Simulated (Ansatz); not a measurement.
# 3-layer antimonene (AA') in a perpendicular field, part 2 of 2

Wanted: the out-of-plane response of the 3-layer antimonene (AA'). A positive field points along +c.

Ansatz 0.2.0; plane-wave DFT, PBE-D3(BJ), Ansatz PAW.

So far. Step 2 (Relaxing the slab): The lattice constant a goes from 4.120 to 4.066 Å.

### 3. Single point, field 0, start network

A sawtooth potential applies the field, turning back in the middle of the vacuum. With the dipole correction the typed value is the field outside the slab. The induced dipole is small, so the SCF threshold is tight.

The cell differs from the one that the last finished run ended in (c 52.950 → 31.010 Å).

The input, input.yaml:

```yaml
crystal:
  lattice:
    - [4.0659583583, 0.0, 0.0]
    - [-2.0329791791, 3.521223229, 0.0]
    - [0.0, 0.0, 31.0098305124]
  atoms:
    - { symbol: Sb, position: [0.6666666667, 0.3333333333, 0.2902305447] }
    - { symbol: Sb, position: [0.3333333333, 0.6666666667, 0.3435211818] }
    - { symbol: Sb, position: [0.3333333333, 0.6666666667, 0.4733393311] }
    - { symbol: Sb, position: [0.6666666667, 0.3333333333, 0.5266606689] }
    - { symbol: Sb, position: [0.6666666667, 0.3333333333, 0.6564788182] }
    - { symbol: Sb, position: [0.3333333333, 0.6666666667, 0.7097694553] }
kpoints:
  mp_grid: { grid: [12, 12, 1] }
  band_path:
    path: [[0, 0, 0], [0.5, 0, 0], [0.33333333, 0.33333333, 0], [0, 0, 0]]
    npoints: 16
hamiltonian:
  xc: pbe
  dispersion: d3bj
scf:
  occupations: { method: fermi_dirac, width: 0.02585 }
  convergence: { dr2_threshold: 1.0e-10 }
efield:
  axis: 3
  dipole_correction: true
  ramp_position: 0.97
  ramp_width: 0.06
  amplitude: 0
output:
  dos: { projected: true, e_range: [-6, 5] }
  write_potential: true
  write_density: true
  volumetric_format: npy
  elf: true
```

Run with:

```sh
ansatz run input.yaml --threads 4 --pin off --max-ram 8192MiB --backend cpu --events-out ev --progress --plain --runs-dir out
```

Standard output:

```text
[...]
Crystal: 6 atoms, lattice volume = 443.972 Å³
Basis set: ecut = 420 eV, 8647 PW (Γ)
Bands: 54, of which v1, the nominal top of the filled ones, is band 45 counted from 1 (44 counted from 0)
Symmetry: 6 space group operations
k-points: 19 of 144 (time reversal used)
[...]
SCF iter   1: F=—  HF=-38908.202609 eV  |F-HF|=—  |Δ(HF+E_count)|=         —  Δρ=9.97e-4  dr2=8.81e-3  ethr=1.77e-3  p=0.000 e·Å  D=1.40e-13 V/Å  ΔV_dip=-0.00 eV  dr2_dipole=7.78e-8  V_vac-E_F(+/−)=4.42/4.42 eV  ⟨swp⟩=9.6  Hψ=4573  notcnv=0  defer=1
efield: sawtooth ramp at fractional position 0.9700 (set: `efield.ramp_position`, or a place that a band, a saddle search or an elastic batch's reference lends), width 0.0600; the density the first Hamiltonian is built on has a dipole p = 0.000 e·Å; the dipole correction subtracts the counter field D = 1.40e-13 V/Å, which shifts the + side's vacuum level by -0.00 eV against the − side's; the planar-averaged density in the ramp window peaks in size at 6.7e-6 e/Å³
[...]
SCF iter   2: F=—  HF=-38908.202801 eV  |F-HF|=—  |Δ(HF+E_count)|=   1.93e-4  Δρ=6.50e-4  dr2=7.74e-3  ethr=9.79e-6  p=-0.000 e·Å  D=-4.74e-5 V/Å  ΔV_dip=0.00 eV  dr2_dipole=3.43e-7  V_vac-E_F(+/−)=4.29/4.29 eV  ⟨swp⟩=2.7  Hψ=2274  notcnv=0  defer=50
[...]
SCF iter  13: F=-38908.203961 eV  HF=-38908.203961 eV  |F-HF|=7.28e-11  |Δ(HF+E_count)|=  7.28e-11  Δρ=5.00e-8  dr2=7.35e-11  ethr=1.00e-12  p=0.000 e·Å  D=1.36e-8 V/Å  ΔV_dip=-0.00 eV  dr2_dipole=4.09e-15  V_vac-E_F(+/−)=4.26/4.26 eV  ⟨swp⟩=8.8  Hψ=2839  notcnv=0
SCF 1 converged in 13 iterations: F = -38908.203961 eV  dr2 = 7.35e-11
[...]
NSCF: frozen V_eff on 49 k-points
efield: sawtooth ramp at fractional position 0.9700 (kept from the solve that this one continues, or follows in the run), width 0.0600; the density the first Hamiltonian is built on has a dipole p = 0.000 e·Å; the dipole correction subtracts the counter field D = 1.36e-8 V/Å, which shifts the + side's vacuum level by -0.00 eV against the − side's; the planar-averaged density in the ramp window peaks in size at 3.0e-8 e/Å³
[...]
SCF converged after 13 iterations
Free energy (F): -38908.203961 eV
[...]
Internal energy: -38908.203960 eV  (E = F + TS)
E sigma→0 (E₀):  -38908.203961 eV
Entropy (-TS):   -0.000000 eV (-0.000 meV/atom)
Fermi energy:    1.545216 eV
Dipole field:    D = 0.000000 V/Å  (p = 0.000000 e·Å, saw-weighted, corrected)
Work function:   Φ+ = 4.2620 eV   Φ− = 4.2620 eV
Levels:          The Fermi level and band energies are counted from a zero that moves with the ramp; work functions are not
[...]
--- Band table (eV; the first three rows and the last of 19) ---
  k-point 0: bands = [... 41 lower, 1.0960, 1.1010, 1.1286, 1.1286, 2.5815, 2.9343, 3.1536, 3.7848, ... 5 higher]
  k-point 1: bands = [... 41 lower, 0.8744, 0.9171, 0.9497, 1.1675, 3.0812, 3.3215, 3.4846, 3.6753, ... 5 higher]
  k-point 2: bands = [... 41 lower, 0.4797, 0.5222, 0.5547, 1.1629, 2.6670, 2.8600, 3.0586, 4.2235, ... 5 higher]
  k-point 18: bands = [... 41 lower, -0.8769, -0.8769, -0.5217, -0.5217, 2.0519, 2.3714, 2.6968, 3.9526, ... 5 higher]
```

It took 47 s on 4 threads of Intel Xeon at 2.50GHz (Skylake/Cascade Lake), shared host; peak memory 1.4 GiB; 3 min of CPU time.

This step gave:

```
dipole along the normal            : 1.75e-7 e·Å
gap along the path                 : 0.7023 eV
smallest direct gap along the path : 1.133 eV
ionisation energy, upper face      : 4.620 eV
electron affinity, upper face      : 3.918 eV
gap, the smaller of path and mesh  : 0.6971 eV
```

Running mean over a fixed 2.7 Å (it still follows the layers) of the planar mean; the ramp of the sawtooth is left out. The electron's electrostatic potential energy less the Fermi level by z:

| z (Å) | electron's electrostatic potential energy less the Fermi level (eV) |
| --- | --- |
| 3.5 | 4.26 |
| 4.0 | 4.26 |
| 4.5 | 4.26 |
| 5.0 | 4.25 |
| 5.5 | 4.24 |
| 6.0 | 4.17 |
| 6.5 | 3.93 |
| 7.0 | 3.12 |
| 7.5 | 1.54 |
| 8.0 | -0.281 |
| 8.5 | -2.01 |
| 9.0 | -3.66 |
| 9.5 | -5.01 |
| 10.0 | -5.23 |
| 10.5 | -4.15 |
| 11.0 | -2.56 |
| 11.5 | -0.913 |
| 12.0 | 0.741 |
| 12.5 | 1.91 |
| 13.0 | 1.63 |
| 13.5 | 0.196 |
| 14.0 | -1.48 |
| 14.5 | -3.11 |
| 15.0 | -4.62 |
| 15.5 | -5.33 |
| 16.0 | -4.65 |
| 16.5 | -3.14 |
| 17.0 | -1.51 |
| 17.5 | 0.163 |
| 18.0 | 1.60 |
| 18.5 | 1.91 |
| 19.0 | 0.772 |
| 19.5 | -0.880 |
| 20.0 | -2.53 |
| 20.5 | -4.12 |
| 21.0 | -5.22 |
| 21.5 | -5.02 |
| 22.0 | -3.69 |
| 22.5 | -2.05 |
| 23.0 | -0.317 |
| 23.5 | 1.51 |
| 24.0 | 3.10 |
| 24.5 | 3.93 |
| 25.0 | 4.17 |
| 25.5 | 4.24 |
| 26.0 | 4.25 |
| 26.5 | 4.26 |
| 27.0 | 4.26 |
| 27.5 | 4.26 |

The density of states has structure finer than the step of the table below, so its rows give means over 0.25 eV. Peaks (eV: height): -3.880: 9.64, -3.660: 12.6, -3.460: 18.2, -2.390: 9.88, -2.030: 11.5, -0.380: 8.88, 1.420: 8.70.

Table of density of states by energy, zero at the Fermi level of the run, which the smearing sets inside the gap; means over each step:

| energy (eV) | density of states (states/eV a cell) |
| --- | --- |
| -4.50 | 0 |
| -4.25 | 0.0655 |
| -4.00 | 3.13 |
| -3.75 | 6.34 |
| -3.50 | 6.38 |
| -3.25 | 3.32 |
| -3.00 | 4.33 |
| -2.75 | 4.53 |
| -2.50 | 5.53 |
| -2.25 | 6.08 |
| -2.00 | 7.71 |
| -1.75 | 6.96 |
| -1.50 | 5.04 |
| -1.25 | 4.27 |
| -1.00 | 3.68 |
| -0.75 | 1.95 |
| -0.50 | 2.35 |
| -0.25 | 0.444 |
| 0.00 | 0 |
| 0.25 | 0.0163 |
| 0.50 | 0.939 |
| 0.75 | 2.45 |
| 1.00 | 4.66 |
| 1.25 | 4.91 |
| 1.50 | 6.31 |
| 1.75 | 5.63 |

Projected DOS per atom over height of the atomic layer and energy from the Fermi level. Layers: Sb Sb Sb Sb Sb Sb from below.

Values in states/eV, 22 rows by 6 columns, each cell a mean:
```
0.67 0.71 0.92 0.92 0.71 0.67
1.01 0.99 0.87 0.87 0.99 1.01
0.82 0.81 0.61 0.61 0.81 0.82
0.48 0.44 0.62 0.62 0.44 0.48
0.09 0.07 0.15 0.15 0.07 0.09
0.00 0.00 0.00 0.00 0.00 0.00
0.16 0.13 0.25 0.25 0.13 0.16
0.29 0.27 0.39 0.39 0.27 0.29
0.69 0.67 0.50 0.50 0.67 0.69
0.85 0.81 0.60 0.60 0.81 0.85
1.18 1.11 1.18 1.18 1.11 1.18
1.15 1.14 1.16 1.16 1.14 1.15
0.86 0.80 0.91 0.91 0.80 0.86
0.71 0.79 0.70 0.70 0.79 0.71
0.59 0.61 0.74 0.74 0.61 0.59
1.14 1.19 0.84 0.84 1.19 1.14
0.45 0.51 0.78 0.78 0.51 0.45
0.00 0.00 0.01 0.01 0.00 0.00
0.00 0.00 0.00 0.00 0.00 0.00
0.00 0.00 0.00 0.00 0.00 0.00
0.00 0.00 0.00 0.00 0.00 0.00
0.00 0.00 0.00 0.00 0.00 0.00
```
Columns: height of the atomic layer (Å) from 9 to 22.0 (not evenly spaced); rows upwards: energy from the Fermi level (eV) from -5.96 to 2.05.

Electronic bands along the path, in eV, zero at the Fermi level of the run, which the smearing sets inside the gap:

| point | band 42 | band 43 | band 44 | band 45 | band 46 | band 47 | band 48 | band 49 |
| --- | --- | --- | --- | --- | --- | --- | --- | --- |
| Γ | -0.45 | -0.44 | -0.42 | -0.42 | 1.04 | 1.39 | 1.61 | 2.24 |
| halfway | -1.44 | -1.41 | -1.16 | -0.57 | 0.56 | 0.85 | 1.19 | 2.69 |
| M | -2.11 | -2.07 | -2.04 | -1.77 | 0.85 | 1.08 | 1.25 | 1.38 |
| halfway | -2.53 | -2.42 | -2.06 | -1.75 | 0.99 | 1.40 | 1.79 | 2.05 |
| K | -2.42 | -2.42 | -2.07 | -2.07 | 0.51 | 0.83 | 1.15 | 2.41 |
| halfway | -2.35 | -1.70 | -1.12 | -0.57 | 1.29 | 1.64 | 2.01 | 2.07 |
| Γ | -0.45 | -0.44 | -0.42 | -0.42 | 1.04 | 1.39 | 1.61 | 2.24 |

Valence density in the ca plane at fractional y = 0.333, with atoms of Sb within 0.2 Å of it. It is the smooth field of the valence electrons, not physical close to the nuclei.

Ten steps, logarithmic in the rise over the least value, from '0' (0 e/Å³) to '9' (19 e/Å³), each cell a mean:
```
10000000001112222100000112222111000000000000
00000000001123454210001134542110000000000000
00000000000125886321001257873210000000000000
00000000000136997421001258984210000000000000
00000000000125786310001247863210000000000000
00000000001123443210000124432110000000000000
10000000011112221100000112221111000000000000
11000000111111110000000001111111100000000000
11000000111111000000000000011111100000000000
11000000111111100000000000011111100000000000
11000000011111111000000001111111100000000000
```
Columns run along c (16.0 Å, from fractional 0.36 to 0.87 of the cell), rows up along a (4.1 Å). Atoms in or near the plane, at fractional coordinates: Sb at (0.53, 0.67), Sb at (0.66, 0.67).

Electrostatic potential energy in the ca plane at fractional y = 0.333, with atoms of Sb within 0.2 Å of it. With pseudopotentials it is smooth inside the atoms' cores, unlike the true potential.

Values in eV, 6 rows by 16 columns, each cell a mean:
```
  4   5   5   3  -2 -15  -2   5   0 -15  -4   3   5   6   6   6
  5   5   5   4 -11 -25 -12   4  -9 -25 -15   4   5   6   6   6
  5   5   5   4  -9 -25 -10   4  -7 -25 -12   4   5   6   6   6
  3   5   5   2  -1  -8   1   5   2  -8  -1   2   5   6   6   6
  0   5   4  -2   0   3   5   5   5   3   0  -2   4   6   6   6
  1   5   4  -1   0   2   4   5   4   2   1  -1   4   6   6   6
```
Columns run along c (16.0 Å, from fractional 0.36 to 0.87 of the cell; values clipped at the 3rd and 97th percentile), rows up along a (4.1 Å). Atoms in or near the plane, at fractional coordinates: Sb at (0.53, 0.67), Sb at (0.66, 0.67).

ELF in the ca plane at fractional y = 0.333, with atoms of Sb within 0.2 Å of it. It is the smooth field of the valence electrons, not physical close to the nuclei.

Ten even steps from '0' (0.00) to '9' (0.71), each cell a mean:
```
55310013556776557984117986567766543210000000
32100001234654335796139964345653211000000000
10000000013542002697239740013442100000000000
10000000013442000598249730003442100000000000
21000000013543102697239841014542100000000000
32100001235664445896129964345664321000000000
65420014566777667884016886667776654210000000
78740037876677655431002455567767887531000000
78851048976565421100000012345556899742000000
78851048976565422100000112346656899742000000
78730036876777666541002566677767787521000000
```
Columns run along c (16.0 Å, from fractional 0.36 to 0.87 of the cell), rows up along a (4.1 Å). Atoms in or near the plane, at fractional coordinates: Sb at (0.53, 0.67), Sb at (0.66, 0.67).

The gap is 0.70 eV, with the valence edge 4.62 eV and the conduction edge 3.92 eV under the upper vacuum level. Spin-orbit coupling, left out in this run, matters for the bands of elements this heavy.

### 4. Atoms held, field 0.1 V/Å

input.yaml: that of step 3 with these lines changed.

```diff
@@ -28,5 +28,4 @@
   ramp_width: 0.06
-  amplitude: 0
+  amplitude: 0.1
 output:
-  dos: { projected: true, e_range: [-6, 5] }
   write_potential: true
@@ -34,2 +33 @@
   volumetric_format: npy
-  elf: true
```

Standard output:

```text
[...]
Crystal: 6 atoms, lattice volume = 443.972 Å³
Basis set: ecut = 420 eV, 8647 PW (Γ)
Bands: 54, of which v1, the nominal top of the filled ones, is band 45 counted from 1 (44 counted from 0)
Symmetry: 6 space group operations
k-points: 19 of 144 (time reversal used)
[...]
k-point 0: bands = [... 41 lower, 1.0859, 1.1050, 1.1932, 1.1932, 2.5673, 2.9328, 3.1676, 3.7480, ... 5 higher]
  k-point 1: bands = [... 41 lower, 0.8179, 0.9070, 1.0142, 1.1720, 3.0609, 3.3194, 3.5027, 3.6524, ... 5 higher]
  k-point 2: bands = [... 41 lower, 0.4231, 0.5122, 0.6193, 1.1678, 2.6451, 2.8605, 3.0779, 4.1957, ... 5 higher]
  k-point 18: bands = [... 41 lower, -0.9673, -0.7896, -0.5604, -0.4762, 2.0391, 2.3691, 2.7100, 3.9412, ... 5 higher]
[key lines of the parts left out:]
SCF converged after 14 iterations
Free energy (F): -38908.209551 eV
Fermi energy:    1.543836 eV
Dipole field:    D = 0.045574 V/Å  (p = 0.111817 e·Å, saw-weighted, corrected)
```

It took 50 s on 4 threads; peak memory 1.2 GiB; 3.1 min of CPU time.

The dipole is 0.112 e·Å, and the gap 0.680 eV.

### 5. Atoms held, field -0.1 V/Å

input.yaml: that of step 4 with these lines changed.

```diff
@@ -28,3 +28,3 @@
   ramp_width: 0.06
-  amplitude: 0.1
+  amplitude: -0.1
 output:
```

Standard output:

```text
[...]
Crystal: 6 atoms, lattice volume = 443.972 Å³
Basis set: ecut = 420 eV, 8647 PW (Γ)
Bands: 54, of which v1, the nominal top of the filled ones, is band 45 counted from 1 (44 counted from 0)
Symmetry: 6 space group operations
k-points: 19 of 144 (time reversal used)
[...]
k-point 0: bands = [... 41 lower, 1.0859, 1.1050, 1.1932, 1.1932, 2.5673, 2.9328, 3.1676, 3.7480, ... 5 higher]
  k-point 1: bands = [... 41 lower, 0.8179, 0.9070, 1.0142, 1.1720, 3.0609, 3.3194, 3.5027, 3.6524, ... 5 higher]
  k-point 2: bands = [... 41 lower, 0.4231, 0.5122, 0.6193, 1.1678, 2.6451, 2.8605, 3.0779, 4.1957, ... 5 higher]
  k-point 18: bands = [... 41 lower, -0.9673, -0.7896, -0.5604, -0.4762, 2.0391, 2.3691, 2.7100, 3.9412, ... 5 higher]
[key lines of the parts left out:]
SCF converged after 14 iterations
Free energy (F): -38908.209551 eV
Fermi energy:    1.543836 eV
Dipole field:    D = -0.045573 V/Å  (p = -0.111816 e·Å, saw-weighted, corrected)
```

Run time: 47 s. Hardware: 4 threads; peak memory 1.2 GiB.

The dipole is -0.112 e·Å, and the gap 0.680 eV.

### 6. Atoms held, field 0.2 V/Å

input.yaml: that of step 5 with these lines changed.

```diff
@@ -28,3 +28,3 @@
   ramp_width: 0.06
-  amplitude: -0.1
+  amplitude: 0.2
 output:
```

Standard output:

```text
[...]
Crystal: 6 atoms, lattice volume = 443.972 Å³
Basis set: ecut = 420 eV, 8647 PW (Γ)
Bands: 54, of which v1, the nominal top of the filled ones, is band 45 counted from 1 (44 counted from 0)
Symmetry: 6 space group operations
k-points: 19 of 144 (time reversal used)
[...]
k-point 0: bands = [... 41 lower, 1.0825, 1.1166, 1.2783, 1.2783, 2.5283, 2.9292, 3.2053, 3.6718, ... 5 higher]
  k-point 1: bands = [... 41 lower, 0.7303, 0.9037, 1.0994, 1.1851, 3.0083, 3.3143, 3.5399, 3.6048, ... 5 higher]
  k-point 2: bands = [... 41 lower, 0.4178, 0.5089, 0.7045, 1.1822, 2.5900, 2.8602, 3.1268, 4.1302, ... 5 higher]
  k-point 18: bands = [... 41 lower, -1.0549, -0.7168, -0.5824, -0.4266, 2.0030, 2.3632, 2.7459, 3.9159, ... 5 higher]
[key lines of the parts left out:]
SCF converged after 14 iterations
Free energy (F): -38908.226328 eV
Fermi energy:    1.549768 eV
Dipole field:    D = 0.091211 V/Å  (p = 0.223789 e·Å, saw-weighted, corrected)
```

The job ended after 49 s (4 threads; peak memory 1.2 GiB).

The dipole is 0.224 e·Å, and the gap 0.563 eV.

### 7. Atoms held, field 0.3 V/Å

input.yaml: that of step 6 with these lines changed.

```diff
@@ -26,5 +26,5 @@
   dipole_correction: true
-  ramp_position: 0.97
-  ramp_width: 0.06
-  amplitude: 0.2
+  ramp_position: 0.9683
+  ramp_width: 0.0633
+  amplitude: 0.3
 output:
```

Standard output:

```text
[...]
Crystal: 6 atoms, lattice volume = 443.972 Å³
Basis set: ecut = 420 eV, 8647 PW (Γ)
Bands: 54, of which v1, the nominal top of the filled ones, is band 45 counted from 1 (44 counted from 0)
Symmetry: 6 space group operations
k-points: 19 of 144 (time reversal used)
[...]
k-point 0: bands = [... 41 lower, 1.0788, 1.1351, 1.3628, 1.3628, 2.4721, 2.9249, 3.2582, 3.5863, ... 5 higher]
  k-point 1: bands = [... 41 lower, 0.6403, 0.8999, 1.1839, 1.2058, 2.9373, 3.3063, 3.5063, 3.6259, ... 5 higher]
  k-point 2: bands = [... 41 lower, 0.4162, 0.5052, 0.7891, 1.2052, 2.5180, 2.8580, 3.1907, 4.0504, ... 5 higher]
  k-point 18: bands = [... 41 lower, -1.1220, -0.6917, -0.5551, -0.3743, 1.9497, 2.3560, 2.7971, 3.8790, ... 5 higher]
[key lines of the parts left out:]
SCF converged after 14 iterations
Free energy (F): -38908.254318 eV
Fermi energy:    1.564571 eV
Dipole field:    D = 0.136984 V/Å  (p = 0.336096 e·Å, saw-weighted, corrected)
```

Wall time 44 s (4 threads); peak memory 1.2 GiB; 2.8 min of CPU time.

The dipole is 0.336 e·Å, and the gap 0.431 eV.

### 8. Response, atoms held

This step: plane-wave DFT, PBE-D3(BJ), Ansatz PAW; response to a field along the normal, atoms held (Ansatz 0.2.0).

The dipoles give the slope, and the difference of two potentials shows where the field is screened.

This step gave:

* equivalent conductor thickness p/(ε₀AE): 14.13 Å
* distance between the outer atoms: 13.01 Å

The dipole of the cell by applied field:

| applied field (V/Å) | dipole of the cell (e·Å) |
| --- | --- |
| -0.100 | -0.112 |
| 0.000 | 0 |
| 0.100 | 0.112 |
| 0.200 | 0.224 |
| 0.300 | 0.336 |

Local field over the applied field, running mean. From the potentials at -0.1 and 0.1 V/Å; running mean over 2.8 Å. Local field over applied field against z:

| z (Å) | local field over applied field |
| --- | --- |
| 5 | 0.984 |
| 6 | 0.912 |
| 7 | 0.685 |
| 8 | 0.364 |
| 9 | 0.0905 |
| 10 | 0.0104 |
| 11 | 0.113 |
| 12 | 0.280 |
| 13 | 0.308 |
| 14 | 0.174 |
| 15 | 0.0223 |
| 16 | 0.0215 |
| 17 | 0.172 |
| 18 | 0.308 |
| 19 | 0.281 |
| 20 | 0.115 |
| 21 | 0.0105 |
| 22 | 0.0886 |
| 23 | 0.361 |
| 24 | 0.682 |
| 25 | 0.910 |
| 26 | 0.983 |

Electrons, planar mean, per unit field. Induced electron density against z:

| z (Å) | induced electron density (e/Å³ per V/Å) |
| --- | --- |
| 5 | 6.8e-5 |
| 6 | 4.0e-4 |
| 7 | 0.00182 |
| 8 | 0.00278 |
| 9 | 9.4e-4 |
| 10 | -1.0e-4 |
| 11 | -7.6e-4 |
| 12 | -0.00202 |
| 13 | 0.00113 |
| 14 | 0.00132 |
| 15 | 3.0e-4 |
| 16 | -2.9e-4 |
| 17 | -0.00129 |
| 18 | -0.00116 |
| 19 | 0.00200 |
| 20 | 7.6e-4 |
| 21 | 1.1e-4 |
| 22 | -9.3e-4 |
| 23 | -0.00276 |
| 24 | -0.00185 |
| 25 | -4.1e-4 |
| 26 | -6.9e-5 |

The smaller of the gaps on the path and on the k-mesh, counted as 0 under 0.03 eV. The gap by applied field:

| applied field (V/Å) | gap (eV) |
| --- | --- |
| -0.100 | 0.680 |
| 0.000 | 0.697 |
| 0.100 | 0.680 |
| 0.200 | 0.563 |
| 0.300 | 0.431 |

By hand: between -0.1 and 0.1 V/Å the dipole changes by 0.2236 e·Å, a slope of 1.118 e·Å²/V. A perfect conductor of thickness t has p = ε₀AEt, so t = 180.95 × 1.118 / 14.317 = 14.13 Å (e/ε₀ = 180.95 V·Å, A in Å²).

The induced dipole is that of a conductor 14.13 Å thick.

### 9. Outcome

| Property | Result |
| --- | --- |
| gap without field | 0.697 eV |
| ionisation energy, upper face | 4.62 eV |
| electron affinity, upper face | 3.92 eV |
| equivalent conductor thickness, atoms held | 14.1 Å |

What this shows: The induced dipole equals that of a perfect conductor 14.13 Å thick, while the outer atoms lie 13.01 Å apart; an out-of-plane ε follows only once a thickness t is chosen, by 1 − 1/ε = 14.13 Å / t. The gap goes from 0.70 eV to 0.43 eV at 0.3 V/Å. Semilocal functionals give gaps that are too small, and excitons are not included. Spin-orbit coupling is left out, which matters for the bands of elements this heavy.

[Long decimals in the printed logs are rounded to 6 places.]

[Logs are printed without paths, hosts, clocks, repeated set-up lines and the standing remarks that a program may print on its own settings, such as how far it seeks lower states.]

[Hosts, paths, dates, database ids (printed as entryN), source tags and the programs' standing remarks are cut or masked in the printed files.]

[Maps of the electrostatic potential energy from Ansatz leave out the sawtooth potential of an applied field or a dipole correction, so their vacuum need not be flat; planar profiles and work functions include it.]

[The density of states shown here was stored with 400 of the rows of the run's finer table, so its peaks can read low, often by over a quarter, or be missed, and its means over a window can be off by a tenth or more.]
